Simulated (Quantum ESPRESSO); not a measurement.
**HfO2, fluorite: the electronic dielectric constant against pressure**

How does ε∞, from linear response (ph.x, fixed occupations, ions clamped), follow the pressure? The symmetry of the cell is held, so distortions that would lower it, which this phase may prefer, aren't tested.

Calculated with Quantum ESPRESSO 7.5, PBEsol, GBRV 1.5 ultrasoft potentials, cutoff 680 eV, Fermi–Dirac smearing 0.02 eV, k-mesh 10×10×10, no spin polarisation, no spin-orbit coupling.

Reference cell, relaxed at zero pressure with PBEsol (Fm-3m): a = 3.5562 Å, b = 3.5562 Å, c = 3.5562 Å, α = 60.00°, β = 60.00°, γ = 60.00°.

```
atom       x       y       z
  Hf  0.0000  0.0000  0.0000
   O  0.2500  0.2500  0.2500
   O  0.7500  0.7500  0.7500
```

```
pressure (GPa)  V (Å³/atom)     ε∞  gap (eV)
            −4       10.763  5.272     3.734
             0       10.600  5.262     3.773
             5       10.413  5.254     3.818
            10       10.243  5.247     3.861
            15       10.085  5.243     3.900
            30        9.677  5.239     4.004
```

**Question.** Give the ε∞ and the long-wavelength refractive index at x = 20, a row left out above (x is the first column).

Least squares with ε = e0 + e1 x + e2 x² gives e0 = 5.2629, e1 = −0.0019514 and e2 = 3.868e-05. At x = 20 this is 5.239, so n = √ε = 2.289. The run itself gives 5.240, so the estimate misses by 0.001, a rounding's worth.

Along the table the mean ε∞ rises wherever the smallest gap falls, which need not be its cause. Semilocal functionals tend to give ε∞ too large, the k-mesh wasn't converged for it (a zone-centred mesh of this size overestimates it where the gap is small), and polar lattice vibrations add to the static constant, which isn't calculated here.

[Logs are printed without paths, hosts, clocks, repeated set-up lines and the standing remarks that a program may print on its own settings, such as how far it seeks lower states.]
